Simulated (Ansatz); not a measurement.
# ZnCd2S2O: relaxing a made-up structure

Starting from a made-up structure for ZnCd2S2O, the aim is the relaxed cell, its shortest contacts and, where a second run follows, its electronic structure.

Main program and level: Ansatz 0.2.0; DFT, PBEsol, plane-wave PAW, files of the set soft_1, scalar-relativistic, no spin, cell and ions relaxed at zero pressure; PAW set soft_1, in the first sound run; inputs show where later runs differ.

## Step 1: The starting structure

The structure is monoclinic, space group C2/m (No. 12). The conventional cell has a = 6.460 Å, b = 3.825 Å, c = 9.260 Å, α = 90.00°, β = 91.39°, γ = 90.00°. Nearest to Cd lie 3 O at 2.65 to 2.67 Å and 3 S at 2.69 to 2.74 Å. Zn has 6 S at 2.52 to 2.69 Å nearest. S has 3 Zn at 2.52 to 2.69 Å and 3 Cd at 2.69 to 2.74 Å nearest. O has 6 Cd at 2.65 to 2.67 Å nearest. Farther neighbours and most contacts between anions are not listed.

Coordinates:

```cif
data_structure
_symmetry_space_group_name_H-M 'C2/m'
_symmetry_Int_Tables_number 12
_cell_length_a 6.4600
_cell_length_b 3.8250
_cell_length_c 9.2600
_cell_angle_alpha 90.000
_cell_angle_beta 91.390
_cell_angle_gamma 90.000
_cell_volume 228.74
loop_
_atom_site_label
_atom_site_type_symbol
_atom_site_symmetry_multiplicity
_atom_site_Wyckoff_symbol
_atom_site_fract_x
_atom_site_fract_y
_atom_site_fract_z
_atom_site_occupancy
Cd1 Cd 4 i 0.15910 0.00000 0.83460 1
Zn1 Zn 2 d 0.50000 0.00000 0.50000 1
S1 S 4 i 0.17840 0.00000 0.34080 1
O1 O 2 b 0.50000 0.00000 0.00000 1
```

## Step 2: Relaxation of the guess

The guessed cell has no reason to be at equilibrium. It is relaxed with the atoms, within the space group of the guess.

File input.yaml:

```yaml
crystal:
  lattice:
    - [3.23, -1.9125, 0.0]
    - [3.23, 1.9125, 0.0]
    - [-0.224626274, 0.0, 9.257275141]
  atoms:
    - { symbol: Cd, position: [0.1591, 0.1591, 0.8346] }
    - { symbol: Cd, position: [0.8409, 0.8409, 0.1654] }
    - { symbol: Zn, position: [0.5, 0.5, 0.5] }
    - { symbol: S, position: [0.1784, 0.1784, 0.3408] }
    - { symbol: S, position: [0.8216, 0.8216, 0.6592] }
    - { symbol: O, position: [0.5, 0.5, 0.0] }
kpoints:
  mp_grid: { grid: [8, 8, 3] }
scf:
  occupations: { method: fermi_dirac, width: 0.05 }
hamiltonian:
  xc: pbesol
  pseudopotentials: { kind: paw, azcp: { folder: soft_1 }, xc_functional: pbe }
relax:
  f_tol: 0.015
  max_steps: 70
  cell: {}
output:
  forces: true
  stress: true
```

Run with:

```sh
> ansatz run input.yaml --threads 4 --pin off --max-ram 10240MiB --backend cpu --events-out ev --progress --plain --runs-dir out
```

Numbers of over 12 decimals in the logs are rounded to 6 here.

Output:

```text
Engine: ansatz 0.2.0, x86_64-unknown-linux-gnu
Pseudopotentials: kind: paw
Pseudopotential: Cd, paw, valence charge 20, recommended cutoff 420 eV (normal), soft_1/Cd.paw.azcp
Pseudopotential: Zn, paw, valence charge 12, recommended cutoff 420 eV (normal), soft_1/Zn.paw.azcp
Pseudopotential: S, paw, valence charge 6, recommended cutoff 420 eV (normal), soft_1/S.paw.azcp
Pseudopotential: O, paw, valence charge 6, recommended cutoff 420 eV (normal), soft_1/O.paw.azcp
Functional definition: PBEsol
  exchange = pbesol_x
  correlation = pbesol_c
Crystal: 6 atoms, lattice volume = 114.371 Å³
Basis set: ecut = 420 eV, 2243 PW (Γ), exchange–correlation on 54×54×128 points (8 copies of the dense FFT grid, shifted against one another)
Bands: 42, of which v1, the nominal top of the filled ones, is band 35 counted from 1 (34 counted from 0)
Symmetry: 4 space group operations
Space group: C2/m (ITA 12), of the structure as read, at distance tolerance 4.9e-5 Å
k-points: 57 of 192
Non-local potential: Cd, projectors of the file, l = 0: 3, l = 1: 2, l = 2: 2, l = 3: 1
Non-local potential: Zn, projectors of the file, l = 0: 2, l = 1: 2, l = 2: 3, l = 3: 1
Non-local potential: S, projectors of the file, l = 0: 2, l = 1: 2, l = 2: 1
Non-local potential: O, projectors of the file, l = 0: 2, l = 1: 2, l = 2: 1
PAW form: soft (Blöchl's): semilocal exchange-correlation on the pseudo side does not see the compensation charge
PAW frozen core: Cd, regenerated for the run's functional, and the local potential with it (the file was generated under x = pbe(κ = 0.804, μ = 0.219515), c = pbe(β = 0.066725))
PAW frozen core: Zn, regenerated for the run's functional, and the local potential with it (the file was generated under x = pbe(κ = 0.804, μ = 0.219515), c = pbe(β = 0.066725))
PAW frozen core: S, regenerated for the run's functional, and the local potential with it (the file was generated under x = pbe(κ = 0.804, μ = 0.219515), c = pbe(β = 0.066725))
PAW frozen core: O, regenerated for the run's functional, and the local potential with it (the file was generated under x = pbe(κ = 0.804, μ = 0.219515), c = pbe(β = 0.066725))
PAW one-centre angular grid: Cd, 590 points (default); XC on 64 Gauss nodes
PAW one-centre angular grid: Zn, 590 points (default); XC on 64 Gauss nodes
PAW one-centre angular grid: S, 110 points (default); XC on 64 Gauss nodes
PAW one-centre angular grid: O, 110 points (default); XC on 64 Gauss nodes
Initial density: superposition of atomic densities (chi_scale 0.1, normalization cell, long waves kept (reshape's long-wave potential 0.64 eV rms))
Initial wavefunctions: pseudopotential atomic-orbital guess
Functional: x = pbesol(κ = 0.804, μ = 0.123457), c = pbesol(β = 0.046)
SCF iter   1: F=—  HF=-21983.763223 eV  |F-HF|=—  |Δ(HF+E_count)|=         —  Δρ=1.47e-1  dr2=4.81e1  ethr=3.10e-3  ⟨swp⟩=7.2  Hψ=10060  notcnv=0  defer=2
preconditioner: auto → Kerker (q_TF=auto, 2.514 Å⁻¹)  [metal: Δε(μ)=0.016 eV  Ē_g=11.093 eV  σ=0.050 eV  W_gap=0.08  n_scr=36 (ndim 8)  ℏωp=25.5 eV  f_vac=0.000  D(μ)=3.20/eV (n_scr^D=24)]
SCF iter   2: F=—  HF=-21981.284540 eV  |F-HF|=—  |Δ(HF+E_count)|=    2.48e0  Δρ=7.13e-2  dr2=1.37e1  ethr=3.10e-3  ⟨swp⟩=2.2  Hψ=4725  notcnv=0  defer=72
SCF iter   3: F=—  HF=-21980.503460 eV  |F-HF|=—  |Δ(HF+E_count)|=   7.81e-1  Δρ=1.35e-2  dr2=1.39e0  ethr=3.10e-3  ⟨swp⟩=2.6  Hψ=4737  notcnv=0  defer=86
SCF iter   4: F=—  HF=-21980.391317 eV  |F-HF|=—  |Δ(HF+E_count)|=   1.12e-1  Δρ=8.72e-3  dr2=7.51e-1  ethr=1.99e-3  ⟨swp⟩=2.0  Hψ=3911  notcnv=0  defer=119
SCF iter   5: F=—  HF=-21980.286722 eV  |F-HF|=—  |Δ(HF+E_count)|=   1.05e-1  Δρ=6.34e-3  dr2=2.60e-1  ethr=1.07e-3  ⟨swp⟩=2.5  Hψ=3387  notcnv=0  defer=119
SCF iter   6: F=—  HF=-21980.238864 eV  |F-HF|=—  |Δ(HF+E_count)|=   4.79e-2  Δρ=3.65e-3  dr2=3.55e-2  ethr=3.71e-4  ⟨swp⟩=2.9  Hψ=4013  notcnv=0  defer=124
SCF iter   7: F=—  HF=-21980.236480 eV  |F-HF|=—  |Δ(HF+E_count)|=   2.38e-3  Δρ=1.05e-3  dr2=7.08e-3  ethr=5.07e-5  ⟨swp⟩=2.5  Hψ=3365  notcnv=0  defer=124
SCF iter   8: F=—  HF=-21980.235344 eV  |F-HF|=—  |Δ(HF+E_count)|=   1.14e-3  Δρ=3.54e-4  dr2=2.41e-4  ethr=1.01e-5  ⟨swp⟩=2.8  Hψ=3815  notcnv=0  defer=124
SCF iter   9: F=—  HF=-21980.235359 eV  |F-HF|=—  |Δ(HF+E_count)|=   1.47e-5  Δρ=1.12e-4  dr2=2.29e-5  ethr=3.44e-7  ⟨swp⟩=2.0  Hψ=3632  notcnv=0  defer=124
SCF iter  10: F=—  HF=-21980.235321 eV  |F-HF|=—  |Δ(HF+E_count)|=   3.82e-5  Δρ=4.19e-5  dr2=3.00e-6  ethr=3.28e-8  ⟨swp⟩=2.1  Hψ=3170  notcnv=0  defer=124
SCF iter  11: F=—  HF=-21980.235321 eV  |F-HF|=—  |Δ(HF+E_count)|=   1.59e-8  Δρ=1.97e-5  dr2=7.00e-7  ethr=4.28e-9  ⟨swp⟩=2.4  Hψ=3801  notcnv=0  defer=124
SCF iter  12: F=-21980.235321 eV  HF=-21980.235321 eV  |F-HF|=1.78e-10  |Δ(HF+E_count)|=   8.66e-8  Δρ=6.18e-6  dr2=3.85e-8  ethr=1.43e-10  ⟨swp⟩=3.1  Hψ=9779  notcnv=0
SCF 1 converged in 12 iterations: F = -21980.235321 eV  dr2 = 3.85e-8
  greatest PAW one-centre occupation: 1.000 electrons in one spin orbital (limit 2), on the Cd atom at site 1 (counted from 0), in its partial waves of l = 0
relax step   1: F+E_penalty+E_count = -21980.23532082 eV  Δ(F+E_penalty+E_count) = +0.000e0 eV  max|allowed force component| = 1.132e0 eV/Å  Δτ_max = 0.0000 Å  P = -11.334 GPa  Ω = 114.371 Å³  (12 SCF iters, dr2 threshold 1.00e-7 eV, accepted)
Crystal: 6 atoms, lattice volume = 99.811 Å³
Basis set: ecut = 420 eV, 1913 PW (Γ), exchange–correlation on 54×54×128 points (8 copies of the dense FFT grid, shifted against one another)
Initial density: handed on by an earlier stage of this run
Initial wavefunctions: those handed on with the density
iter 1 solved again at ethr=3.34e-4 eV; its pass at ethr=3.10e-3 eV (dr2=2.34e-1 eV) is discarded
SCF iter   1: F=—  HF=-21981.287258 eV  |F-HF|=—  |Δ(HF+E_count)|=         —  Δρ=1.69e-2  dr2=2.35e-1  ethr=3.34e-4  ⟨swp⟩=1.6  Hψ=13230  notcnv=0
preconditioner: auto → Resta (q_TF=auto, 2.572 Å⁻¹)  ε∞=6.7  [insulator: Δε(μ)=0.354 eV  Ē_g=11.455 eV  σ=0.050 eV  W_gap=0.86  n_scr=36 (ndim 8)  ℏωp=27.3 eV  f_vac=0.000  D(μ)=0.20/eV (n_scr^D=0)  ε∞_Penn≈6.7]
SCF iter   2: F=—  HF=-21981.239448 eV  |F-HF|=—  |Δ(HF+E_count)|=   4.78e-2  Δρ=8.83e-3  dr2=8.00e-2  ethr=3.34e-4  ⟨swp⟩=2.0  Hψ=2892  notcnv=0
SCF iter   3: F=—  HF=-21981.223468 eV  |F-HF|=—  |Δ(HF+E_count)|=   1.60e-2  Δρ=1.50e-3  dr2=8.33e-3  ethr=1.14e-4  ⟨swp⟩=2.6  Hψ=4256  notcnv=0  defer=14
SCF iter   4: F=—  HF=-21981.221753 eV  |F-HF|=—  |Δ(HF+E_count)|=   1.72e-3  Δρ=1.07e-3  dr2=1.08e-3  ethr=1.19e-5  ⟨swp⟩=2.0  Hψ=3687  notcnv=0  defer=16
[...]
iter 1 solved again at ethr=9.34e-5 eV; its pass at ethr=3.10e-3 eV (dr2=6.54e-2 eV) is discarded
SCF iter   1: F=—  HF=-21981.259150 eV  |F-HF|=—  |Δ(HF+E_count)|=         —  Δρ=5.78e-3  dr2=6.48e-2  ethr=9.34e-5  ⟨swp⟩=2.3  Hψ=12796  notcnv=0
preconditioner: auto → Resta (q_TF=auto, 2.602 Å⁻¹)  ε∞=6.8  [insulator: Δε(μ)=0.438 eV  Ē_g=11.746 eV  σ=0.050 eV  W_gap=0.91  n_scr=36 (ndim 8)  ℏωp=28.3 eV  f_vac=0.000  D(μ)=0.20/eV (n_scr^D=0)  ε∞_Penn≈6.8]
SCF iter   2: F=—  HF=-21981.250683 eV  |F-HF|=—  |Δ(HF+E_count)|=   8.47e-3  Δρ=3.28e-3  dr2=2.66e-2  ethr=9.26e-5  ⟨swp⟩=1.5  Hψ=2443  notcnv=0
SCF iter   3: F=—  HF=-21981.247443 eV  |F-HF|=—  |Δ(HF+E_count)|=   3.24e-3  Δρ=1.19e-3  dr2=1.09e-3  ethr=3.81e-5  ⟨swp⟩=2.3  Hψ=4181  notcnv=0
SCF iter   4: F=—  HF=-21981.247181 eV  |F-HF|=—  |Δ(HF+E_count)|=   2.62e-4  Δρ=5.94e-4  dr2=3.25e-4  ethr=1.56e-6  ⟨swp⟩=2.0  Hψ=4253  notcnv=0
SCF iter   5: F=—  HF=-21981.247079 eV  |F-HF|=—  |Δ(HF+E_count)|=   1.02e-4  Δρ=3.40e-4  dr2=1.57e-4  ethr=4.64e-7  ⟨swp⟩=2.0  Hψ=3267  notcnv=0
SCF iter   6: F=—  HF=-21981.247040 eV  |F-HF|=—  |Δ(HF+E_count)|=   3.93e-5  Δρ=9.12e-5  dr2=1.26e-5  ethr=2.24e-7  ⟨swp⟩=2.3  Hψ=3821  notcnv=0  defer=1
SCF iter   7: F=-21981.247038 eV  HF=-21981.247038 eV  |F-HF|=2.05e-7  |Δ(HF+E_count)|=   1.89e-6  Δρ=1.92e-5  dr2=3.90e-7  ethr=8.57e-10  ⟨swp⟩=4.0  Hψ=11078  notcnv=0
SCF 3 converged in 7 iterations: F = -21981.247038 eV  dr2 = 3.90e-7
relax step   3: F+E_penalty+E_count = -21981.24703771 eV  Δ(F+E_penalty+E_count) = -2.562e-2 eV  max|allowed force component| = 2.140e-1 eV/Å  Δτ_max = 0.0579 Å  P = +3.417 GPa  Ω = 93.070 Å³  energy of the carried Pulay correction = +1.629e-2 eV  (7 SCF iters, dr2 threshold 6.00e-7 eV, accepted)
[...]
relax step   4: F+E_penalty+E_count = -21981.28637110 eV  Δ(F+E_penalty+E_count) = -3.933e-2 eV  max|allowed force component| = 9.394e-3 eV/Å  Δτ_max = 0.0443 Å  P = -0.045 GPa  Ω = 95.908 Å³  energy of the carried Pulay correction = +1.393e-2 eV  (7 SCF iters, dr2 threshold 6.00e-7 eV, accepted)
[...]
relax step   5: F+E_penalty+E_count = -21981.28659851 eV  Δ(F+E_penalty+E_count) = -2.274e-4 eV  max|allowed force component| = 2.890e-3 eV/Å  Δτ_max = 0.0055 Å  P = -0.017 GPa  Ω = 95.881 Å³  energy of the carried Pulay correction = +1.395e-2 eV  (6 SCF iters, dr2 threshold 4.76e-8 eV, accepted)
[...]
relax step   6: F+E_penalty+E_count = -21981.27855522 eV  Δ(F+E_penalty+E_count) = +8.043e-3 eV  max|allowed force component| = 2.848e-3 eV/Å  Δτ_max = 0.0000 Å  P = -0.105 GPa  Ω = 95.881 Å³  stress off target by 1.25e-1 GPa  SCF on the basis re-selected at this cell (its energy is not comparable with the rows above)  (8 SCF iters)
[...]
relax step   7: F+E_penalty+E_count = -21981.27868642 eV  Δ(F+E_penalty+E_count) = -1.312e-4 eV  max|allowed force component| = 4.401e-3 eV/Å  Δτ_max = 0.0030 Å  P = +0.005 GPa  Ω = 95.781 Å³  energy of the carried Pulay correction = +8.351e-5 eV  (6 SCF iters, dr2 threshold 3.88e-8 eV, accepted)
iter 1 solved again at ethr=1.35e-6 eV; its pass at ethr=3.10e-3 eV (dr2=9.46e-4 eV) is discarded
SCF iter   1: F=—  HF=-21981.278634 eV  |F-HF|=—  |Δ(HF+E_count)|=         —  Δρ=5.06e-6  dr2=1.00e-8  ethr=1.35e-6  ⟨swp⟩=3.0  Hψ=16153  notcnv=0
eigensolver tolerance schedule: the retry pair's looser diagonalisation over-reported the residual by 94128.92 of it (diagonalisation noise at an unbounded share of the residual, at the tolerance the schedule requests for it); recorded, not acted on — ethr = c·dr2/N_el stays at c = 1.0e-1
preconditioner: auto → Resta (q_TF=auto, 2.589 Å⁻¹)  ε∞=6.8  [insulator: Δε(μ)=0.467 eV  Ē_g=11.610 eV  σ=0.050 eV  W_gap=0.92  n_scr=36 (ndim 8)  ℏωp=27.9 eV  f_vac=0.000  D(μ)=0.20/eV (n_scr^D=0)  ε∞_Penn≈6.8]
SCF iter   2: F=—  HF=-21981.278604 eV  |F-HF|=—  |Δ(HF+E_count)|=   3.07e-5  Δρ=4.76e-6  dr2=9.57e-9  ethr=1.44e-11  ⟨swp⟩=4.1  Hψ=7505  notcnv=0
SCF iter   3: F=—  HF=-21981.278604 eV  |F-HF|=—  |Δ(HF+E_count)|=  9.60e-10  Δρ=1.90e-6  dr2=1.63e-9  ethr=1.37e-11  ⟨swp⟩=2.0  Hψ=2768  notcnv=0
SCF iter   4: F=—  HF=-21981.278604 eV  |F-HF|=—  |Δ(HF+E_count)|=  1.89e-10  Δρ=5.00e-7  dr2=2.14e-10  ethr=2.33e-12  ⟨swp⟩=2.0  Hψ=3864  notcnv=0
iter 5 did not close the SCF: its close was put off for the readings that it lacked (scf_convergence_deferred on its scf_iter line)
SCF iter   5: F=-21981.278604 eV  HF=-21981.278604 eV  |F-HF|=2.18e-11  |Δ(HF+E_count)|=  5.82e-11  Δρ=1.93e-7  dr2=4.17e-11  ethr=1.00e-12  ⟨swp⟩=2.0  Hψ=2724  notcnv=0
SCF iter   6: F=-21981.278604 eV  HF=-21981.278604 eV  |F-HF|=7.28e-12  |Δ(HF+E_count)|=  7.28e-12  Δρ=5.38e-8  dr2=3.61e-12  ethr=1.00e-12  ⟨swp⟩=4.0  Hψ=8829  notcnv=0
SCF 8 converged in 6 iterations: F = -21981.278604 eV  dr2 = 3.61e-12
relax step   8: F+E_penalty+E_count = -21981.27860380 eV  Δ(F+E_penalty+E_count) = +8.262e-5 eV  max|allowed force component| = 4.404e-3 eV/Å  Δτ_max = 0.0000 Å  P = +0.004 GPa  Ω = 95.781 Å³  stress off target by 1.30e-2 GPa  SCF on the basis re-selected at this cell (its energy is not comparable with the rows above)  (6 SCF iters)
basis re-selected at this cell: Δ(F+E_penalty+E_count) = +8.262e-5 eV, ΔP = -0.001 GPa vs the last step (what re-selecting the basis moved, of the pressure what is left beyond the Pulay correction that the steps carried, after the strain that the cell walked since its last selection, with what the two solves' SCF thresholds leave and, on support functions, any second-order correction that the steps lacked; it is no m [...]
SCF converged after 6 iterations
Free energy (F): -21981.278604 eV
Harris-Foulkes:  -21981.278604 eV  (|F-HF|=7.28e-12)
Internal energy: -21981.276354 eV  (E = F + TS)
E sigma→0 (E₀):  -21981.277479 eV
Entropy (-TS):   -0.002249 eV (-0.375 meV/atom)
Fermi energy:    11.017646 eV
--- Per-component energies (eV) ---
  E_band       = -750.026157
  E_kinetic    = 1407.036961
  E_local      = -9504.657851  (includes V_loc(G=0)·N_el)
  E_nonlocal   = 1194.265507
  E_hartree    = 4225.481621
  E_xc         = -635.680551
  E_vxc        = -698.991865  (∫ρ·V_xc dr)
  E_paw        = -11262.848863  (= ΣΔE_a)
  E_vpaw       = -1598.643314  (= ΣTr[D̂ρ^β])
  E_aug_tail   = 0.001098  (compensation charges beyond the density's cutoff)
  E_ewald      = -7406.514741
  E_core_change = 1.640464  (= ΣΔE_core)
  E_smearing   = -0.002249  (= −TS)
  E_closure    = -0.000000  (closes the sum)
  Σ components = -21981.278604   (vs F -21981.278604, Δ=0.00e0)
--- Forces (eV/Å), atoms counted from 1 ---
  atom   1  Cd    -0.00005657     0.00000000     0.00122809
  atom   2  Cd     0.00005657     0.00000000    -0.00122809
  atom   3  Zn     0.00000000     0.00000000     0.00000000
  atom   4  S     -0.00042330     0.00000000     0.00440364
  atom   5  S      0.00042330     0.00000000    -0.00440364
  atom   6  O      0.00000000     0.00000000     0.00000000
  max |Σ_I F_I| component: 5.42e-20 eV/Å
--- Stress (GPa, compression-positive) ---
        0.012455       0.000000      -0.003735
        0.000000       0.011982       0.000000
       -0.003735       0.000000      -0.012487
  P = ⅓ Tr σ = 0.0040 GPa (0.040 kbar)
--- Relaxed structure (6 steps of the walk, 6 accepted, 2 SCFs on fresh bases) ---
  F+E_penalty+E_count = -21981.27860380 eV   max|allowed force component| = 4.404e-3 eV/Å   (the final SCF, on the basis selected at the relaxed cell)
  cell:  # Å, volume = 95.7809 Å³
    - [3.087700, -1.782839, 0.037938]
    - [3.087700, 1.782839, 0.037938]
    - [-0.105999, 0.0, 8.698344]
  atoms:
    - { symbol: Cd, position: [0.166649, 0.166649, 0.854402] }
    - { symbol: Cd, position: [0.833351, 0.833351, 0.145598] }
    - { symbol: Zn, position: [0.500000, 0.500000, 0.5] }
    - { symbol: S, position: [0.166721, 0.166721, 0.337997] }
    - { symbol: S, position: [0.833279, 0.833279, 0.662003] }
    - { symbol: O, position: [0.5, 0.5, 8.673617379884035e-19] }
```

The job ended after 21 s (4 threads of Intel Xeon at 2.60GHz (Ice Lake), shared host; peak memory 0.62 GiB; 78 s of CPU time).

Relaxation path:

```
step  energy less that of the first step (eV)  largest force component (eV/Å)  pressure (GPa)  volume (Å³)
   1                                   0.0000                          1.1316          -11.33       114.37
   2                                  -0.9861                          0.1004           -3.66        99.81
   3                                  -1.0117                          0.2140            3.42        93.07
   4                                  -1.0510                          0.0094           -0.04        95.91
   5                                  -1.0513                          0.0029           -0.02        95.88
  6*                                  -1.0432                          0.0028           -0.11        95.88
   7                                  -1.0434                          0.0044            0.00        95.78
  8*                                  -1.0433                          0.0044            0.00        95.78
```

Relaxation steps marked * repeat the geometry before them on a plane-wave basis chosen anew for their cell, so energy and pressure can jump there.

Forces are held to the 4 operations that the run works with; a distortion that breaks them can't arise in this run.

| cell as run | before | after | change |
| --- | --- | --- | --- |
| a (Å) | 3.754 | 3.566 | -5.0 % |
| b (Å) | 3.754 | 3.566 | -5.0 % |
| c (Å) | 9.260 | 8.699 | -6.1 % |
| α (°) | 91.20 | 90.00 | -1.3 % |
| β (°) | 91.20 | 90.00 | -1.3 % |
| γ (°) | 61.26 | 60.00 | -2.1 % |
| volume (Å³/atom) | 19.06 | 15.96 | -16.3 % |

The atoms that moved most (Å, as changes of fractional coordinates times the final cell):

```csv
atom,dx,dy,dz,length
Cd1,0.045,0.000,0.173,0.178
Cd2,-0.045,0.000,-0.173,0.178
S4,-0.072,0.000,-0.025,0.076
S5,0.072,0.000,0.025,0.076
```

Final coordinates:

```cif
data_structure
_symmetry_space_group_name_H-M 'P 1'
_symmetry_Int_Tables_number 1
_cell_length_a 3.5656
_cell_length_b 3.5656
_cell_length_c 8.6990
_cell_angle_alpha 89.995
_cell_angle_beta 89.995
_cell_angle_gamma 60.001
_cell_volume 95.78
loop_
_atom_site_label
_atom_site_type_symbol
_atom_site_fract_x
_atom_site_fract_y
_atom_site_fract_z
_atom_site_occupancy
Cd1 Cd 0.16665 0.16665 0.85440 1
Cd2 Cd 0.83335 0.83335 0.14560 1
Zn3 Zn 0.50000 0.50000 0.50000 1
S4 S 0.16672 0.16672 0.33800 1
S5 S 0.83328 0.83328 0.66200 1
O6 O 0.50000 0.50000 0.00000 1
```

This step gave:

```yaml
free_energy: -21981.2786 eV
energy_at_zero_smearing: -21981.2775 eV
smearing_term_ts: 0.002249 eV
fermi_energy: 11.02 eV
electrons: 70
symmetry_operations: 4
pressure: 0.003983 GPa
```

Shortest distances by pair of elements, guess and relaxed (not always the same contact):

| pair | guess (Å) | relaxed (Å) |
| --- | --- | --- |
| Cd–O | 2.652 | 2.417 |
| S–Zn | 2.518 | 2.495 |
| Cd–S | 2.687 | 2.653 |
| Cd–Cd | 3.730 | 3.264 |
| S–S | 3.616 | 3.490 |

The relaxation ends with a largest force component of 0.0044 eV/Å and a pressure of 0.00 GPa.

[end of part 1 of 2]

[Logs are printed without paths, hosts, clocks, repeated set-up lines and the standing remarks that a program may print on its own settings, such as how far it seeks lower states.]

[Hosts, paths, dates, database ids (printed as entryN), source tags and the programs' standing remarks are cut or masked in the printed files.]
